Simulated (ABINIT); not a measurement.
# BP (F-43m): how ε∞ follows the gap

The empty bands of BP (F-43m) are shifted up rigidly by Δ, and ε∞ is computed for each shift.

The structure is cubic, space group F-43m (No. 216). Conventional cell: a = 4.538 Å, b = 4.538 Å, c = 4.538 Å, α = 90.00°, β = 90.00°, γ = 90.00°. Around P on site c lie 4 B at 1.97 Å. B on site a has 4 P at 1.97 Å as nearest neighbours.

Method: ABINIT 10.8.3, LDA, independent particles, k-mesh 12×12×12, Lorentzian half width 0.04 eV.

Launch of the response step: `optic optic.abi`. The series took 58 s in all, its band step included, on 4 threads of AMD EPYC (Zen 3) (shared host).

```tsv
Δ (eV)	ε∞
0.00	9.597
0.40	9.058
0.80	8.586
1.20	?
1.60	7.796
2.00	7.462
```

With one effective transition at E₀ and fixed dipole strength, ε∞ − 1 = A/(E₀ + Δ), so 1/(ε∞ − 1) is linear in Δ.

Working, on the rows shown:

| x = Δ (eV) | y = 1/(ε∞ − 1) |
| --- | --- |
| 0 | 0.11632 |
| 0.4 | 0.1241 |
| 0.8 | 0.131822 |
| 1.6 | 0.147145 |
| 2 | 0.154751 |

Means: x̄ = 0.96, ȳ = 0.13483. Σ(x − x̄)(y − ȳ) = 0.05286, Σ(x − x̄)² = 2.752. Slope = 0.05286 / 2.752 = 0.01921; intercept = ȳ − slope · x̄ = 0.11639. Turned back into ε∞, the line misses the rows shown by at most 0.0051.

Task: Fill in the last column of the withheld row.

Result: At x = 1.2 the line gives y = 0.13944, that is 8.172. The run gave 8.168, so the interpolation is off by 0.0037, 0.2 % of the range in the table.

Refitted with all rows, the slope is 0.01921 and the intercept 0.1164. These give E₀ = intercept/slope = 6.1 eV, far above the least direct gap of 3.39 eV: most of the screening comes from transitions well over the edge. Over the first step ε∞ falls by 14 % per eV. Excitons are left out and so are local fields; LDA gaps are as a rule too small. The values come from a sum over the points of one k-mesh and carry its error, which grows as the direct gap shrinks.

[Logs are printed without paths, hosts, clocks, repeated set-up lines and the standing remarks that a program may print on its own settings, such as how far it seeks lower states.]
